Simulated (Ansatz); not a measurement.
# W2C(OH)2 MXene monolayer in a perpendicular field, part 3 of 3

What dipole does a perpendicular field induce in the W2C(OH)2 MXene monolayer? A positive field points along +c.

Ansatz 0.2.0; plane-wave DFT, PBE-D4, Ansatz PAW (the session's first sound run).

So far. Step 7 (Atoms held, field -0.3 V/Å): The dipole is -0.155 e·Å. Step 8 (Response, atoms held): The induced dipole is that of a conductor 12.92 Å thick.

### 9. With spin-orbit coupling, k-mesh 12×12×1

This step: plane-wave DFT, PBE, fully relativistic PAW with spin-orbit coupling (Ansatz 0.2.0).

Heavy atoms split their bands by spin-orbit coupling, so this run uses fully relativistic files and two-component states.

The input, input.yaml:

```yaml
crystal:
  lattice:
    - [2.8862023297, 0.0, 0.0]
    - [-1.4431011649, 2.499524538, 0.0]
    - [0.0, 0.0, 25.6504178885]
  atoms:
    - { symbol: H, position: [0.3333333333, 0.6666666667, 0.3508714766] }
    - { symbol: O, position: [0.3333333333, 0.6666666667, 0.3893001172] }
    - { symbol: W, position: [0.6666666667, 0.3333333333, 0.4471703779] }
    - { symbol: C, position: [0.0, 0.0, 0.5] }
    - { symbol: W, position: [0.3333333333, 0.6666666667, 0.5528296221] }
    - { symbol: O, position: [0.6666666667, 0.3333333333, 0.6106998828] }
    - { symbol: H, position: [0.6666666667, 0.3333333333, 0.6491285234] }
kpoints:
  mp_grid: { grid: [12, 12, 1] }
  band_path:
    path: [[0, 0, 0], [0.5, 0, 0], [0.33333333, 0.33333333, 0], [0, 0, 0]]
    npoints: 16
hamiltonian:
  xc: pbe
  pseudopotentials: { kind: paw_fr }
magnetization:
  noncollinear: true
  spin_orbit: true
scf:
  occupations: { method: fermi_dirac, width: 0.05 }
  convergence: { dr2_threshold: 1.0e-09 }
efield:
  axis: 3
  dipole_correction: true
  ramp_position: 0.97
  ramp_width: 0.06
  amplitude: 0
output:
  write_potential: true
  write_density: true
  volumetric_format: npy
```

The run is started by

```sh
$ ansatz run input.yaml --threads 4 --pin off --max-ram 6144MiB --backend cpu --events-out ev --progress --plain --runs-dir out
```

Numbers of over 12 decimals in the logs are rounded to 6 here.

Output:

```text
[...]
non-collinear run that drives no moment, with spin-orbit: no starting moment large enough to seed its density (crystal.atoms[].spin), no starting occupations that ask for one, no magnetisation constraint and no magnetic field, so the semilocal B_xc is pinned to zero
Crystal: 7 atoms, lattice volume = 185.046 Å³
Basis set: ecut = 420 eV, 3613 PW (Γ)
Bands: 60, of which v1, the nominal top of the filled ones, is band 46 counted from 1 (45 counted from 0)
Symmetry: 6 space group operations + 6 with time reversal
k-points: 19 of 144 (time reversal used)
Projection manifold: j_resolved (fully-relativistic pseudo-atomic orbitals)
[...]
SCF iter   1: F=—  HF=-22239.426613 eV  |F-HF|=—  |Δ(HF+E_count)|=         —  Δρ=8.81e-2  dr2=2.22e1  dr2_m=0.00e0 (ungated)  ethr=3.10e-3  |M|=0.00e0 ∫|m|=0.00e0 μB  |m|>n=0.0e0 m-floor=0.0e0 τ_xc=0.0e0  β_m=1.00  p=0.000 e·Å  D=2.39e-13 V/Å  ΔV_dip=-0.00 eV  dr2_dipole=4.20e-7  V_vac-E_F(+/−)=6.30/6.30 eV  ⟨swp⟩=9.5  Hψ=6561  notcnv=0  defer=6
[...]
spin=Noncollinear: LDOS preconditioning applied to the charge; magnetization (m_x, m_y, m_z) channels mix plain (no charge-response kernel on spin).
SCF iter   2: F=—  HF=-22238.180263 eV  |F-HF|=—  |Δ(HF+E_count)|=    1.25e0  Δρ=7.02e-2  dr2=1.23e2  dr2_m=0.00e0 (ungated)  ethr=3.10e-3  |M|=0.00e0 ∫|m|=0.00e0 μB  |m|>n=0.0e0 m-floor=0.0e0 τ_xc=0.0e0  β_m=0.46  p=-0.000 e·Å  D=-4.95e-5 V/Å  ΔV_dip=0.00 eV  dr2_dipole=2.66e-5  V_vac-E_F(+/−)=-0.81/-0.82 eV  ⟨swp⟩=13.8  Hψ=6396  notcnv=0  defer=113  recentre
[...]
SCF iter  17: F=-22233.943038 eV  HF=-22233.943038 eV  |F-HF|=9.82e-11  |Δ(HF+E_count)|=   1.82e-9  Δρ=3.69e-7  dr2=2.83e-10  dr2_m=0.00e0 (ungated)  ethr=2.17e-12  |M|=0.00e0 ∫|m|=0.00e0 μB  |m|>n=0.0e0 m-floor=0.0e0 τ_xc=0.0e0  p=-0.000 e·Å  D=-1.05e-7 V/Å  ΔV_dip=0.00 eV  dr2_dipole=2.36e-13  V_vac-E_F(+/−)=2.48/2.48 eV  ⟨swp⟩=18.0  Hψ=5709  notcnv=0
SCF 1 converged in 17 iterations: F = -22233.943038 eV  dr2 = 2.83e-10
[...]
SCF converged after 17 iterations
Magnetization: |M| = 0.0000 μB,  M = (+0.0000, +0.0000, +0.0000) μB
Absolute magnetization: 0.0000 μB (∫|m|)
  site 0: m = (+0.0000, +0.0000, +0.0000) μB, |m| = 0.0000 μB  (R = 0.41 Å)
  site 1: m = (+0.0000, +0.0000, +0.0000) μB, |m| = 0.0000 μB  (R = 0.41 Å)
  site 2: m = (+0.0000, +0.0000, +0.0000) μB, |m| = 0.0000 μB  (R = 0.89 Å)
  site 3: m = (+0.0000, +0.0000, +0.0000) μB, |m| = 0.0000 μB  (R = 0.89 Å)
  site 4: m = (+0.0000, +0.0000, +0.0000) μB, |m| = 0.0000 μB  (R = 0.89 Å)
  site 5: m = (+0.0000, +0.0000, +0.0000) μB, |m| = 0.0000 μB  (R = 0.41 Å)
  site 6: m = (+0.0000, +0.0000, +0.0000) μB, |m| = 0.0000 μB  (R = 0.41 Å)
Free energy (F): -22233.943038 eV
[...]
Internal energy: -22233.907269 eV  (E = F + TS)
E sigma→0 (E₀):  -22233.925153 eV
Entropy (-TS):   -0.035769 eV (-5.110 meV/atom)
Fermi energy:    3.777278 eV
Dipole field:    D = -0.000001 V/Å  (p = -0.000001 e·Å, saw-weighted, corrected)
Work function:   Φ+ = 2.4762 eV   Φ− = 2.4762 eV
[...]
--- Band table (eV; the first three rows and the last of 19) ---
  k-point 0: bands = [... 42 lower, 2.0926, 2.0926, 2.5407, 2.5407, 3.7226, 3.7226, 3.7294, 3.7294, ... 10 higher]
  k-point 1: bands = [... 42 lower, 1.9652, 1.9652, 2.5823, 2.5823, 3.6113, 3.6113, 3.8280, 3.8280, ... 10 higher]
  k-point 2: bands = [... 42 lower, 1.6192, 1.6192, 3.0306, 3.0306, 3.3735, 3.3735, 3.7304, 3.7304, ... 10 higher]
  k-point 18: bands = [... 42 lower, 3.3340, 3.3340, 3.7439, 3.7439, 3.9695, 3.9695, 5.1259, 5.1259, ... 10 higher]
```

Elapsed: 33 s, on 4 threads of Intel Xeon Platinum 8488C (Sapphire Rapids), shared host; peak memory 1.3 GiB.

Numbers from this step:

```yaml
energy_at_zero_smearing: -22233.9252 eV
work_function_upper_face: 2.476 eV
dipole_along_the_normal: -8.02e-7 e·Å
```

Electronic bands along the path, in eV, zero at the Fermi level:

```tsv
point	band 45	band 46	band 47	band 48	band 49	band 50	band 51	band 52
Γ	-1.24	-1.24	-0.05	-0.05	-0.05	-0.05	0.14	0.14
halfway	-0.56	-0.56	-0.08	-0.08	0.24	0.24	1.13	1.13
M	1.77	1.77	2.21	2.21	2.59	2.59	2.83	2.83
halfway	0.77	0.77	1.22	1.22	1.68	1.68	2.18	2.18
K	-0.03	-0.03	0.19	0.19	1.35	1.35	1.48	1.48
halfway	-0.94	-0.94	0.16	0.16	0.92	0.92	1.27	1.27
Γ	-1.24	-1.24	-0.05	-0.05	-0.05	-0.05	0.14	0.14
```

The work function of the upper face is 2.48 eV.

### 10. With spin-orbit coupling, k-mesh 12×12×1, field -0.2 V/Å

The same in a field along the normal.

Edit input.yaml of step 9 so:

```diff
@@ -15,5 +15,3 @@
   mp_grid: { grid: [12, 12, 1] }
-  band_path:
-    path: [[0, 0, 0], [0.5, 0, 0], [0.33333333, 0.33333333, 0], [0, 0, 0]]
-    npoints: 16
+  band_path: { path: [[0, 0, 0], [0.12, 0, 0]], npoints: 24 }
 hamiltonian:
@@ -32,3 +30,3 @@
   ramp_width: 0.06
-  amplitude: 0
+  amplitude: -0.2
 output:
```

Output:

```text
[...]
Crystal: 7 atoms, lattice volume = 185.046 Å³
Basis set: ecut = 420 eV, 3613 PW (Γ)
Bands: 60, of which v1, the nominal top of the filled ones, is band 46 counted from 1 (45 counted from 0)
Symmetry: 6 space group operations + 6 with time reversal
k-points: 19 of 144 (time reversal used)
[...]
k-point 0: bands = [... 42 lower, 2.0770, 2.0770, 2.5251, 2.5251, 3.6614, 3.6614, 3.7582, 3.7582, ... 10 higher]
  k-point 1: bands = [... 42 lower, 1.9494, 1.9499, 2.5665, 2.5668, 3.5893, 3.5966, 3.8059, 3.8211, ... 10 higher]
  k-point 2: bands = [... 42 lower, 1.6031, 1.6043, 3.0150, 3.0151, 3.3584, 3.3584, 3.7130, 3.7171, ... 10 higher]
  k-point 18: bands = [... 42 lower, 3.3167, 3.3202, 3.7255, 3.7312, 3.9530, 3.9544, 5.1088, 5.1115, ... 10 higher]
[key lines of the parts left out:]
SCF converged after 27 iterations
Magnetization: |M| = 0.0000 μB,  M = (+0.0000, +0.0000, +0.0000) μB
Free energy (F): -22233.953323 eV
Fermi energy:    3.762009 eV
Dipole field:    D = -0.100698 V/Å  (p = -0.102976 e·Å, saw-weighted, corrected)
```

Elapsed: 35 s, on 4 threads; peak memory 1.3 GiB; 2.2 min of CPU time.

This step gave:

```yaml
energy_at_zero_smearing: -22233.9355 eV
dipole_along_the_normal: -0.1030 e·Å
```

The dipole is -0.103 e·Å.

### 11. Varying the input: basis.ecutwfc = "44.1 Ry"

This step: plane-wave DFT, PBE-D4, Ansatz PAW (Ansatz 0.2.0).

A run with a changed input: it repeats the earlier run at 0.1 V/Å with basis.ecutwfc to 44.1 Ry.

input.yaml, the sections that differ from step 10:

```yaml
kpoints:
  mp_grid: { grid: [18, 18, 1] }
  band_path:
    path: [[0, 0, 0], [0.5, 0, 0], [0.33333333, 0.33333333, 0], [0, 0, 0]]
    npoints: 16
hamiltonian:
  xc: pbe
  dispersion: d4
scf:
  occupations: { method: fermi_dirac, width: 0.05 }
  convergence: { dr2_threshold: 1.0e-10 }
efield:
  axis: 3
  dipole_correction: true
  ramp_position: 0.97
  ramp_width: 0.06
  amplitude: 0.1
basis:
  ecutwfc: "44.1 Ry"
# crystal, output: as in step 10
# magnetization: removed
```

Output:

```text
[...]
Crystal: 7 atoms, lattice volume = 185.046 Å³
Basis set: ecut = 600.011067 eV, 6115 PW (Γ)
Bands: 30, of which v1, the nominal top of the filled ones, is band 23 counted from 1 (22 counted from 0)
Symmetry: 6 space group operations
k-points: 37 of 324 (time reversal used)
[...]
SCF iter   1: F=—  HF=-22191.867616 eV  |F-HF|=—  |Δ(HF+E_count)|=         —  Δρ=8.85e-2  dr2=2.23e1  ethr=3.10e-3  p=0.034 e·Å  D=3.36e-2 V/Å  ΔV_dip=-0.86 eV  dr2_dipole=3.36e-4  V_vac-E_F(+/−)=6.98/5.59 eV  ⟨swp⟩=8.5  Hψ=5860  notcnv=0  defer=1
[...]
SCF iter  19: F=-22186.359935 eV  HF=-22186.359935 eV  |F-HF|=1.09e-11  |Δ(HF+E_count)|=  2.91e-11  Δρ=7.47e-8  dr2=1.36e-11  ethr=1.00e-12  p=0.051 e·Å  D=5.04e-2 V/Å  ΔV_dip=-1.29 eV  dr2_dipole=1.40e-12  V_vac-E_F(+/−)=3.00/2.04 eV  ⟨swp⟩=10.3  Hψ=3916  notcnv=0
SCF 1 converged in 19 iterations: F = -22186.359935 eV  dr2 = 1.36e-11
[...]
SCF converged after 19 iterations
Free energy (F): -22186.359935 eV
[...]
Internal energy: -22186.329044 eV  (E = F + TS)
E sigma→0 (E₀):  -22186.344490 eV
Entropy (-TS):   -0.030891 eV (-4.413 meV/atom)
Fermi energy:    3.757522 eV
Dipole field:    D = 0.050357 V/Å  (p = 0.051496 e·Å, saw-weighted, corrected)
Work function:   not extracted (applied field tilts the vacuum); planar V_es + V_field profile in the machine report
[...]
--- Band table (eV; the first three rows and the last of 37) ---
  k-point 0: bands = [... 19 lower, 0.5122, 0.5122, 2.2930, 2.2930, 3.6982, 3.7462, 4.1032, 4.1463, ... 3 higher]
  k-point 1: bands = [... 19 lower, 0.3265, 0.4463, 2.1622, 2.3804, 3.6739, 3.7927, 4.0755, 4.1258, ... 3 higher]
  k-point 2: bands = [... 19 lower, 0.1548, 0.2906, 1.8505, 2.6345, 3.4829, 3.8160, 4.1765, 4.2301, ... 3 higher]
  k-point 36: bands = [... 19 lower, -2.1878, 2.6976, 3.5280, 3.5309, 3.9469, 5.1535, 5.1551, 6.9788, ... 3 higher]
```

Run time: 13 s. Hardware: 4 threads; peak memory 0.83 GiB; 50 s of CPU time.

This step gave:

* energy at zero smearing: -22186.3445 eV
* dipole along the normal: 0.05150 e·Å

The electronic bands at the labelled points (eV, zero at the Fermi level):

```tsv
point	band 20	band 21	band 22	band 23	band 24	band 25	band 26	band 27
Γ	-3.25	-3.25	-1.46	-1.46	-0.06	-0.01	0.35	0.39
halfway	-3.88	-3.76	-1.73	-0.48	-0.14	0.19	1.14	1.46
M	-5.04	-3.73	-1.45	1.88	2.16	2.82	2.83	2.93
halfway	-5.82	-2.82	-0.92	0.84	1.23	1.73	2.06	3.18
K	-5.95	-1.06	-0.23	-0.23	0.19	1.40	1.40	3.22
halfway	-4.86	-2.48	-2.46	-0.95	0.15	0.93	1.28	1.52
Γ	-3.25	-3.25	-1.46	-1.46	-0.06	-0.01	0.35	0.39
```

```tsv
quantity	this run	earlier run	difference
dipole along the normal (e·Å)	0.05150	0.05151	-1.0e-5
```

The dipole moves by under 0.5 % or 5e-5 e·Å. The run took 19 SCF cycles against 18.

Of the bands kept, 3 cross the Fermi level on this path.

### 12. Varying the input

An input spoilt on purpose, to show how the run answers: it repeats the earlier run at 0.1 V/Å with efield.ramp_position from 0.97 to 0.475, and scf.max_iter set to 80.

Edit input.yaml of step 11 so:

```diff
@@ -24,2 +24,3 @@
   convergence: { dr2_threshold: 1.0e-10 }
+  max_iter: 80
 efield:
@@ -27,3 +28,3 @@
   dipole_correction: true
-  ramp_position: 0.97
+  ramp_position: 0.475
   ramp_width: 0.06
@@ -34,3 +35 @@
   volumetric_format: npy
-basis:
-  ecutwfc: "44.1 Ry"
```

Output:

```text
Engine: ansatz 0.2.0, x86_64-unknown-linux-gnu
Pseudopotentials: kind: paw
Pseudopotential: H, paw, valence charge 1, recommended cutoff 420 eV (normal), H.paw.azcp
Pseudopotential: O, paw, valence charge 6, recommended cutoff 420 eV (normal), O.paw.azcp
Pseudopotential: W, paw, valence charge 14, recommended cutoff 420 eV (normal), W.paw.azcp
Pseudopotential: C, paw, valence charge 4, recommended cutoff 420 eV (normal), C.paw.azcp
Functional definition: PBE
  parameter kappa = 0.804
  parameter beta = 0.066725
  exchange = pbe_x(kappa = kappa, mu = beta*pi^2/3)
  correlation = pbe_c(beta = beta)
Crystal: 7 atoms, lattice volume = 185.046 Å³
Basis set: ecut = 420 eV, 3613 PW (Γ)
Bands: 30, of which v1, the nominal top of the filled ones, is band 23 counted from 1 (22 counted from 0)
Symmetry: 6 space group operations
k-points: 37 of 324 (time reversal used)
Non-local potential: H, projectors of the file, l = 0: 2, l = 1: 1
Non-local potential: O, projectors of the file, l = 0: 2, l = 1: 2, l = 2: 1
Non-local potential: W, projectors of the file, l = 0: 3, l = 1: 2, l = 2: 2, l = 3: 1
Non-local potential: C, projectors of the file, l = 0: 2, l = 1: 2, l = 2: 1
PAW form: soft (Blöchl's): semilocal exchange-correlation on the pseudo side does not see the compensation charge
PAW one-centre angular grid: H, 110 points (default); XC on 64 Gauss nodes
PAW one-centre angular grid: O, 110 points (default); XC on 64 Gauss nodes
PAW one-centre angular grid: W, 590 points (default); XC on 64 Gauss nodes
PAW one-centre angular grid: C, 110 points (default); XC on 64 Gauss nodes
Initial density: superposition of atomic densities (neutral atoms: chi_scale 0, normalization atom, screened)
Initial wavefunctions: pseudopotential atomic-orbital guess
Functional: x = pbe(κ = 0.804, μ = 0.219515), c = pbe(β = 0.066725)
Error: efield: ion 3 (C) at fractional coordinate 0.5000 along the field axis lies inside the sawtooth ramp with 2 of the planes that the density is read on at each end, [0.4639, 0.5461] — the ramp must sit in vacuum (an ion there feels the fictitious reversed slope); set or move the ramp (efield.ramp_position / ramp_width) or move the geometry
```

Run time: 0.24 s. Hardware: 4 threads; peak memory 0.34 GiB.

The program refused the input before any cycle.

The program's message: “Error: efield: ion 3 (C) at fractional coordinate 0.5000 along the field axis lies inside the sawtooth ramp with 2 of the planes that the density is read on at each end, [0.4639, 0.5461] — the ramp mu …”

The fault put into the input: the ramp among the atoms.

### 13. Summary of results

```yaml
gap_without_field: none
work_function_upper_face: 2.50 eV
equivalent_conductor_thickness_atoms_held: 12.9 Å
```

In words: The induced dipole equals that of a perfect conductor 12.92 Å thick, while the outer atoms lie 7.65 Å apart. There is no gap over 0.03 eV, with or without the field. The main runs have no spin polarisation; a magnetic state could lie lower and would change these results. The field series itself is without spin-orbit coupling. In 2 runs of the series (0.5 V/Å and response) the program warns that electrons reach the sawtooth's ramp, which makes dipole and work function less sure. The MXene's terminations sit over the metal atoms of its far layer; the site over carbon or nitrogen, which some compounds prefer, was not run.

[Logs are printed without paths, hosts, clocks, repeated set-up lines and the standing remarks that a program may print on its own settings, such as how far it seeks lower states.]

[Hosts, paths, dates, database ids (printed as entryN), source tags and the programs' standing remarks are cut or masked in the printed files.]

[Maps of the electrostatic potential energy from Ansatz leave out the sawtooth potential of an applied field or a dipole correction, so their vacuum need not be flat; planar profiles and work functions include it.]
